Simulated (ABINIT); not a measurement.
**Excitons of MoS2 (P6_3/mmc) on ever denser meshes**

Aim: follow the lowest exciton of MoS2 (P6_3/mmc) as the mesh is refined.

Program: ABINIT 10.8.3. Level of theory: PBE and many-body steps on it, plane waves. Results are calculated unless marked as measured.

The database entry behind the starting cell differs from later determinations by our own check (about 0.3 % long), so it need not match the best structure at ambient conditions.

### Step 1. Starting point

Symmetry: P6_3/mmc, No. 194, hexagonal system. The conventional cell has a = 3.169 Å, b = 3.169 Å, c = 12.324 Å, α = 90.00°, β = 90.00°, γ = 120.00°. Nearest to Mo lie 6 S at 2.41 Å. S has 3 Mo at 2.41 Å nearest. Farther neighbours and most contacts between anions are not listed.

The cell and positions come from the Crystallography Open Database and are kept as given unless a step says otherwise.

### Step 2. Empty states on the mesh, 3×3×1 mesh, 167 bands

This step: ABINIT 10.8.3; DFT, PBE, plane waves, norm-conserving pseudopotentials.

The sums over transitions need many empty states on a uniform mesh; this step solves for them.

File run.abi:

```
acell 3*1.0 Angstrom
rprim 
  3.169000000004 -0.000000000001 0.000000000000
  -1.584500000001 2.744434504597 0.000000000000
  0.000000000000 0.000000000000 12.324000000000
ntypat 2
znucl 42 16
natom 6
typat 1 1 2 2 2 2
xred 
  0.333333333333 0.666666666667 0.250000000000
  0.666666666667 0.333333333333 0.750000000000
  0.333333333333 0.666666666667 0.623000000000
  0.666666666667 0.333333333333 0.123000000000
  0.333333333333 0.666666666667 0.877000000000
  0.666666666667 0.333333333333 0.377000000000
pp_dirpath "pseudos"
pseudos "Mo.upf, S.upf"
ecut 36
ngkpt 3 3 1
nshiftk 1
shiftk 0 0 0
kptopt 1
chksymbreak 0
iscf -2
irdden 1
istwfk *1
nband 167
nbdbuf 14
tolwfr 1e-09
nstep 60
prtvol 0
indata_prefix "in"
outdata_prefix "out"
tmpdata_prefix "tmp"
```

Run with:

```bash
> OMP_NUM_THREADS=2 mpirun -n 3 abinit run.abi > log
```

Numbers of over 12 decimals in the logs are rounded to 6 here.

The program printed:

```text
.Version 10.8.3 of ABINIT. v10.8.2 released Aug 2026.

 Symmetries : space group P6_3/m m c (#194); Bravais hP (primitive hexag.)
[... echo of the input left out ...]
== DATASET  1 ==================================================================
-   mpi_nproc: 3, omp_nthreads: 2 (-1 if OMP is not activated)

--- !DatasetInfo
iteration_state: {dtset: 1, }
dimensions: {natom: 6, nkpt: 3, mband: 167, nsppol: 1, nspinor: 1, nspden: 1, mpw: 7476, }
cutoff_energies: {ecut:  36.0, pawecutdg:  -1.0, }
[...]
2.22537    2.23591    2.28397    2.28397    2.30536    2.31729    2.31729    2.33291
   2.33291    2.36622    2.36622    2.37661    2.39030    2.39740    2.40556    2.40556
   2.40764    2.43577    2.43577    2.44052    2.45273    2.48656    2.49070
 prteigrs : prtvol=0 or 1, do not print more k-points.

== END DATASET(S) ==============================================================
================================================================================

 -outvars: echo values of variables after computation  --------
            nband         167
             nkpt           3
          spgroup         194
 [... the other variables as echoed above ...]

 Calculation completed.
```

Run time: 73 s. Hardware: 3 MPI ranks of Intel Xeon 6975P-C (Granite Rapids), shared host; peak memory 0.36 GiB; 5.6 min of CPU time.

This step gave:

```
gap                                                           : 1.052 eV
k of the valence top                                          : 0, 0, 0
k of the conduction bottom                                    : 0.3333, 0.3333, 0
least direct gap                                              : 1.654 eV
k points computed                                             : 3
lowest point of the top converged band, above the valence top : 53.4883 eV
```

On this mesh the gap is 1.052 eV.

The density comes from a self-consistent run that is not shown.

### Step 3. Screening, 3×3×1 mesh, 153 bands, screening to 130.6 eV

The RPA dielectric matrix is built and inverted for each q.

This step: RPA screening on PBE, plane waves, norm-conserving pseudopotentials.

Changes to run.abi since step 2:

```diff
@@ -24,10 +24,11 @@
 chksymbreak 0
-iscf -2
-irdden 1
 istwfk *1
-nband 167
-nbdbuf 14
-tolwfr 1e-09
-nstep 60
-prtvol 0
+occopt 1
+irdwfk 1
+optdriver 3
+nband 153
+ecuteps 4.8
+inclvkb 2
+awtr 1
+symchi 1
 indata_prefix "in"
```

Run with:

```bash
> OMP_NUM_THREADS=1 mpirun -n 8 abinit run.abi > log
```

The program printed:

```text
.Version 10.8.3 of ABINIT. v10.8.2 released Aug 2026.

 Symmetries : space group P6_3/m m c (#194); Bravais hP (primitive hexag.)
[... echo of the input left out ...]
== DATASET  1 ==================================================================
-   mpi_nproc: 8, omp_nthreads: 1 (-1 if OMP is not activated)

--- !DatasetInfo
iteration_state: {dtset: 1, }
dimensions: {natom: 6, nkpt: 3, mband: 153, nsppol: 1, nspinor: 1, nspden: 1, mpw: 7476, }
cutoff_energies: {ecut:  36.0, pawecutdg:  -1.0, }
[...]
--------------------------------------------------------------------------------
[... chi0 elements left out ...]
 For q-point:  0.000010 0.000020 0.000030
  dielectric constant =  17.3102
  dielectric constant without local fields =  19.5442

  Average fulfillment of the sum rule on Im[epsilon] for q-point    1 :     76.83  [%]
[... wings left out ...]
  q-point number  2        q = ( 0.333333, 0.000000, 0.000000) [r.l.u.]
--------------------------------------------------------------------------------
[... chi0 elements left out ...]
  Average fulfillment of the sum rule on Im[epsilon] for q-point    2 :     73.47  [%]

 [... 1 further q-points ...]
```

Elapsed: 38 s, on 8 MPI ranks; peak memory 1.7 GiB; 5 min of CPU time.

This step gave:

| Item | Value |
| --- | --- |
| ε∞ with local fields, on this mesh, along the program's q direction | 17.31 |
| the same without local fields | 19.54 |
| plasma frequency | 25.86 eV |
| plane waves in the screening matrix | 341 |

Local fields lower ε∞ by 11 %. On a Γ-centred mesh this coarse the value itself is usually too large, while a short band sum pulls it down.

### Step 4. Self-energy, 3×3×1 mesh, 153 bands, screening to 130.6 eV

The self-energy is evaluated for the states that the input lists, and the levels follow from it, in one-shot runs by the linearised quasiparticle equation.

This step: G0W0 on PBE, plane waves, norm-conserving pseudopotentials.

Changes to run.abi since step 3:

```diff
@@ -27,8 +27,17 @@
 irdwfk 1
-optdriver 3
+optdriver 4
 nband 153
+gwcalctyp 0
+ecutsigx 36
+symsigma 1
+nkptgw 2
+kptgw 
+  0.0000000000 0.0000000000 0.0000000000
+  0.3333333333 0.3333333333 0.0000000000
+bdgw 
+  25 28
+  25 28
 ecuteps 4.8
-inclvkb 2
-awtr 1
-symchi 1
+irdscr 1
+ppmodel 1
 indata_prefix "in"
```

The program printed:

```text
.Version 10.8.3 of ABINIT. v10.8.2 released Aug 2026.

 Symmetries : space group P6_3/m m c (#194); Bravais hP (primitive hexag.)
[... echo of the input left out ...]
== DATASET  1 ==================================================================
-   mpi_nproc: 8, omp_nthreads: 1 (-1 if OMP is not activated)

--- !DatasetInfo
iteration_state: {dtset: 1, }
dimensions: {natom: 6, nkpt: 3, mband: 153, nsppol: 1, nspinor: 1, nspden: 1, mpw: 7476, }
cutoff_energies: {ecut:  36.0, pawecutdg:  -1.0, }
[...]
Band     E0 <VxcDFT>   SigX SigC(E0)      Z dSigC/dE  Sig(E)    E-E0       E
[...]
27   9.486 -17.601 -12.714  -3.779   0.770  -0.298 -16.748   0.854  10.340
       28   9.486 -17.601 -12.714  -3.779   0.770  -0.298 -16.748   0.854  10.340

== END DATASET(S) ==============================================================
================================================================================

 -outvars: echo values of variables after computation  --------
           etotal      0.0000000000E+00
            nband         153
             nkpt           3
          spgroup         194
 [... the other variables as echoed above ...]

 Calculation completed.
```

It took 11 s on 8 MPI ranks; peak memory 1.5 GiB; 83 s of CPU time.

This step gave:

```
G0W0 gap on the points computed              : 1.719 eV
starting gap on the mesh                     : 1.052 eV
k of the valence top                         : 0, 0, 0
k of the conduction bottom                   : 0.3333, 0.3333, 0
least direct G0W0 gap on the computed points : 2.297 eV
```

The gap on the mesh goes from 1.05 eV to 1.72 eV, a correction of +0.67 eV.

The gap opens by 0.667 eV; the next steps shift the empty bands rigidly by 0.643 eV, the correction at the start's least direct gap.

### Step 5. Excitons

Optical absorption needs the electron-hole interaction, solved here in a basis of vertical transitions on the mesh.

This step: Bethe-Salpeter equation on PBE with a scissors shift, plane waves, norm-conserving pseudopotentials.

Changes to run.abi since step 4:

```diff
@@ -27,17 +27,17 @@
 irdwfk 1
-optdriver 4
-nband 153
-gwcalctyp 0
-ecutsigx 36
-symsigma 1
-nkptgw 2
-kptgw 
-  0.0000000000 0.0000000000 0.0000000000
-  0.3333333333 0.3333333333 0.0000000000
-bdgw 
-  25 28
-  25 28
-ecuteps 4.8
+optdriver 99
+bs_calctype 1
+mbpt_sciss 0.643 eV
+bs_loband 24
+nband 34
+bs_exchange_term 1
+bs_coulomb_term 11
+bs_coupling 0
+bs_algorithm 1
+bs_freq_mesh 0 5 0.05 eV
+zcut 0.1 eV
+ecuteps 3
+ecutwfn 18
+inclvkb 2
 irdscr 1
-ppmodel 1
 indata_prefix "in"
```

The program printed:

```text
.Version 10.8.3 of ABINIT. v10.8.2 released Aug 2026.

 Symmetries : space group P6_3/m m c (#194); Bravais hP (primitive hexag.)
[... echo of the input left out ...]
== DATASET  1 ==================================================================
-   mpi_nproc: 8, omp_nthreads: 1 (-1 if OMP is not activated)

--- !DatasetInfo
iteration_state: {dtset: 1, }
dimensions: {natom: 6, nkpt: 3, mband: 34, nsppol: 1, nspinor: 1, nspden: 1, mpw: 2636, }
cutoff_energies: {ecut:  18.0, pawecutdg:  -1.0, }
electrons: {nelect:   5.20000000E+01, charge:   0.00000000E+00, occopt:   1.00000000E+00, tsmear:   1.00000000E-02, }

 Exciton: Calculation of dielectric properties by solving the Bethe-Salpeter equation
 in frequency domain and reciprocal space on a transitions basis set.
 Based on a program developed by L. Reining, V. Olevano, F. Sottile,
 S. Albrecht, and G. Onida. Incorporated in ABINIT by M. Giantomassi.

.Using double precision arithmetic ; gwpc =  8

[... cell and pseudopotentials left out ...]
--------------------------------------------------------------------------------

 ==== K-mesh for the wavefunctions ====
 Number of points in the irreducible wedge :     3
[... list of points left out ...]
 Together with 24 symmetry operations and time-reversal symmetry
 yields     9 points in the full Brillouin Zone.

 ==== Q-mesh for the screening function ====
 Number of points in the irreducible wedge :     3
[... list of points left out ...]
 Together with 24 symmetry operations and time-reversal symmetry
 yields     9 points in the full Brillouin Zone.

 vcoul_init : cutoff-mode = AUXILIARY_FUNCTION
 q-points for optical limit:   1
     1)      0.000010    0.000020    0.000030
 setmesh: FFT mesh size selected  =    15x   15x   64
          total number of points  =        14400

 ==== Fundamental parameters for the solution of the Bethe-Salpeter equation: ====
 Algorithm: Direct diagonalization.
 Dimension of the v, W matrices,  npweps  = 181
 Cutoff for the wavefunctions,    npwwfn  = 2625
 Number of k-points in the IBZ,   nkibz   = 3
 Highest empty band included,     nband   = 34
 === Spin UP ===
 Number of resonant transitions          216
 Lowest occupied state                   24
 Highest occupied state                  26
 Lowest unoccupied state                 27
 Highest unoccupied state                34
 Minimum frequency [eV]           Emin    =   0.00
 Maximum frequency [eV]           Emax    =   5.00
 Frequency step [eV]              dE      =   0.05
 Lorentzian broadening [eV]       eta     =   0.10
 RPA L0 with KS energies and KS wavefunctions
 Scissors operator energy [eV] =          0.64
 Local fields effects (v term) included
 Excitonic effects (W term) included
 Full W_GG' included
 W is read from an external SCR file
 Resonant-only calculation (Hermitian case)

 Calculating epsilon_Macro(q-->0,w), along the following directions:
 q = (  0.825414  0.000000  0.000000) [r.l.u.]
 q = (  0.000000  0.825414  0.000000) [r.l.u.]
 q = (  0.000000  0.000000  3.706557) [r.l.u.]
 q = (  0.953106 -0.476553  0.000000) [r.l.u.]
 q = ( -0.000000  0.825414  0.000000) [r.l.u.]
 q = (  0.000000  0.000000  3.706557) [r.l.u.]
 Number of electrons calculated from density =   51.9855; Expected =   52.0000
 average of density, n =  0.071872
 r_s =    1.4921
 omega_plasma =   25.8604 [eV]

. Writing resonant excitonic Hamiltonian on file out_BSR; file size=   0.00 [Gb].
 Direct diagonalization of the resonant excitonic Hamiltonian, Matrix size= 216
. Using LAPACK sequential version.
 Excitonic eigenvalues in eV up to n=   32
   1.88140   1.88303   1.88340   1.88515   2.43307   2.43322   2.43427   2.43441
   2.44483   2.44489   2.47743   2.47751   2.63865   2.63880   2.79233   2.79818
   2.79835   2.85257   2.93395   3.12563   3.24186   3.26054   3.26150   3.27081
   3.28654   3.28660   3.29449   3.29525   3.31013   3.31073   3.34090   3.36685

 First excitonic eigenvalue=    1.88 [eV]
 Last  excitonic eigenvalue=    9.39 [eV]

 GW  direct gap       2.30  0.00 [eV]
 EXC direct gap       1.88  0.00 [eV]
 EXC binding energy   0.42  0.00 [eV]

 Excitonic eigenvalues up to the GW energy gap [eV]
  1 (  1.88  0.00)
  2 (  1.88  0.00)
  3 (  1.88  0.00)
  4 (  1.89  0.00)

 Macroscopic dielectric function:
 omega [eV] <KS_RPA_nlf>  <GW_RPA_nlf>  <BSE>
   0.0000  10.4245   0.0000   8.2779   0.0000   9.5215   0.0000
   0.0500  10.4301   0.0227   8.2803   0.0094   9.5257   0.0167
   0.1000  10.4469   0.0456   8.2873   0.0189   9.5381   0.0335
   0.1500  10.4752   0.0689   8.2991   0.0285   9.5589   0.0506
   0.2000  10.5151   0.0929   8.3157   0.0382   9.5882   0.0680
   0.2500  10.5670   0.1177   8.3371   0.0481   9.6263   0.0860
   0.3000  10.6314   0.1436   8.3635   0.0582   9.6734   0.1046
   0.3500  10.7090   0.1710   8.3949   0.0686   9.7299   0.1240
   0.4000  10.8004   0.2001   8.4317   0.0793   9.7962   0.1444
   0.4500  10.9066   0.2314   8.4738   0.0905   9.8729   0.1661

 Writing KS-RPA macroscopic dielectric function without local fields to file: out_RPA_NLF_MDF
 Writing GW-RPA macroscopic dielectric function without local fields to file: out_GW_NLF_MDF
 Writing EXC Macroscopic dielectric function to file: out_EXC_MDF

== END DATASET(S) ==============================================================
================================================================================

 -outvars: echo values of variables after computation  --------
           etotal      0.0000000000E+00
            nband          34
             nkpt           3
          spgroup         194
 [... the other variables as echoed above ...]

 Calculation completed.
```

It took 6.3 s on 8 MPI ranks; peak memory 0.76 GiB.

This step gave:

* direct gap of the transition levels: 2.297 eV
* transitions in the window: 216
* first strong exciton (over a fiftieth of the strongest listed): 1.881 eV
* lowest state: 1.881 eV
* binding of the lowest state below the direct gap: 0.4156 eV
* Coulomb term of one mesh cell: 0.2391 eV

The binding is 1.7 times the screened Coulomb term of one mesh cell (0.24 eV), so it is not shown settled.

The lowest state lies at 1.881 eV, 0.416 eV under the direct gap.

Lines within 3 meV are set at the lowest of them, and the highest group, which the list may cut short, is left out. Exciton lines, with heights relative to the strongest:

```
position (eV)  lines merged  oscillator strength, relative
        1.881             4                            100
        2.433             4                            0.8
        2.445             2                            0.0
        2.477             2                            0.0
        2.639             2                             24
        2.792             1                            0.0
```

Mean over the three Cartesian directions of q; broadening 0.1 eV; transition window only. Limits: finite bands, cutoff and mesh; no spin-orbit coupling; coarse k mesh; exciton not shown settled in the k mesh. Table of ε₂ by photon energy; read off at these points:

```
photon energy (eV)     BSE  no electron-hole interaction  Kohn-Sham, no shift
              0.00       0                             0                    0
              0.15  0.0505                        0.0285               0.0689
              0.25  0.0859                        0.0481                0.118
              0.40   0.144                        0.0793                0.200
              0.55   0.214                         0.114                0.302
              0.70   0.302                         0.155                0.439
              0.80   0.377                         0.186                0.561
              0.95   0.528                         0.243                0.831
              1.10   0.761                         0.318                 1.30
              1.20   0.998                         0.381                 1.85
              1.35    1.61                         0.510                 3.62
              1.50    2.97                         0.704                 9.86
              1.60    5.09                         0.898                 24.2
              1.75    16.3                          1.37                 28.9
              1.90    43.1                          2.37                 17.0
              2.05    12.1                          5.07                 6.56
              2.15    6.11                          10.5                 6.52
              2.30    3.72                          32.3                 9.16
              2.45    4.51                          29.6                 5.48
              2.55    7.67                          16.0                 3.41
              2.65    12.1                          7.85                 2.56
              2.70    9.63                          6.45                 2.49
              2.85    5.59                          8.41                 3.31
              2.95    4.42                          8.90                 5.22
              3.10    6.21                          5.38                 13.8
              3.25    19.9                          2.80                 25.8
              3.30    25.8                          2.56                 23.4
              3.40    20.0                          2.62                 13.1
              3.50    11.1                          3.41                 10.5
              3.65    7.43                          7.22                 11.2
              3.80    7.69                          21.3                 3.74
              3.90    6.64                          25.7                 2.22
              4.05    7.38                          12.7                 1.46
              4.20    3.44                          12.3                 1.42
              4.30    1.97                          10.8                 1.33
              4.45    1.34                          3.59                0.879
              4.60    1.12                          1.81                0.814
              4.75   0.644                          1.35                0.742
              4.85   0.540                          1.45                0.903
              5.00   0.531                          1.06                 1.85
```

(Part 1 of 4 ends here.)

[Paths, hosts, dates, memory and timing lines, banners, echoed tables and standing remarks are left out of the program output.]

[Logs are printed without paths, hosts, clocks, repeated set-up lines and the standing remarks that a program may print on its own settings, such as how far it seeks lower states.]

[Runs of the session that timed out or met a known fault of the program may be left out.]

[Hosts, paths, dates, database ids (printed as entryN), source tags and the programs' standing remarks are cut or masked in the printed files.]

[G0W0 gaps are taken among the corrected bands and points alone; a level outside them can change the order at an edge.]

[Where Ansatz stands beside ABINIT at settings called matched, ABINIT's density can come from a denser mesh and the files from another edition; pairs whose starting gaps differed by over 0.03 eV were left out, so agreement reads better than it is.]
